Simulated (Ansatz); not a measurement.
System: SnO2 (Pnnm).

Symmetry: Pnnm, No. 58, orthorhombic system. The conventional cell has a = 4.788 Å, b = 4.867 Å, c = 3.241 Å, α = 90.00°, β = 90.00°, γ = 90.00°. Nearest to Sn lie 6 O at 2.09 to 2.10 Å. Nearest to O lie 3 Sn at 2.09 to 2.10 Å. Farther neighbours and most contacts between anions are not listed.

```
Sn O
1.0
     4.78800    0.00000    0.00000
     0.00000    4.86658    0.00000
     0.00000    0.00000    3.24090
Sn O
2 4
Cartesian
  2.3940 2.4333 1.6204
  0.0000 0.0000 0.0000
  1.3974 1.5624 0.0000
  3.7914 0.8709 1.6204
  0.9966 3.9957 1.6204
  3.3906 3.3042 0.0000
```

The cell and positions are those that the Materials Project relaxed with its own functionals (PBE, PBE+U or r2SCAN), kept fixed. This is not the form that SnO2 usually takes at ambient conditions. At the settings of the band run the largest force is still 0.18 eV/Å.

Gaps computed with Ansatz 0.2.0 without a self-energy: LDA 0.68 eV, LDA+SOC 0.68 eV, r2SCAN 1.41 eV, HSE06 2.43 eV and PBE0 3.14 eV.

Q: Estimate the G0W0@LDA gap with 4×4×6 mesh, 598 empty bands, screening to 230 eV, PAW set soft_1 files.

About 1.94 eV: on its mesh the run moves the gap from 0.69 eV by +1.26 eV, and the mesh misses the edges by 0.01 eV. Among the scalar-relativistic levels given, HSE06 is nearest (+0.49 eV). Bands and cutoff are finite, so the gap is not at the basis limit. The miss can reach some tenths of an eV and take either sign; the mesh is an error of its own. The 4×4×6 mesh is coarse for this cell (its supercell is 19 Å along the shortest edge). The RPA ε∞ on it, from the LDA start, is 5.14, 5.41 and 5.43; such meshes misread the long-range screening, most where the gap is narrow. The many-body steps are scalar-relativistic: spin-orbit coupling is not in them.

[Paths, hosts, dates, memory and timing lines, banners, echoed tables and standing remarks are left out of the program output.]

[Logs are printed without paths, hosts, clocks, repeated set-up lines and the standing remarks that a program may print on its own settings, such as how far it seeks lower states.]

[Runs of the session that timed out or met a known fault of the program may be left out.]

[Cells called generated may have been cut or substituted from an entry of the Crystallography Open Database or the Materials Project.]

[Hosts, paths, dates, database ids (printed as entryN), source tags and the programs' standing remarks are cut or masked in the printed files.]
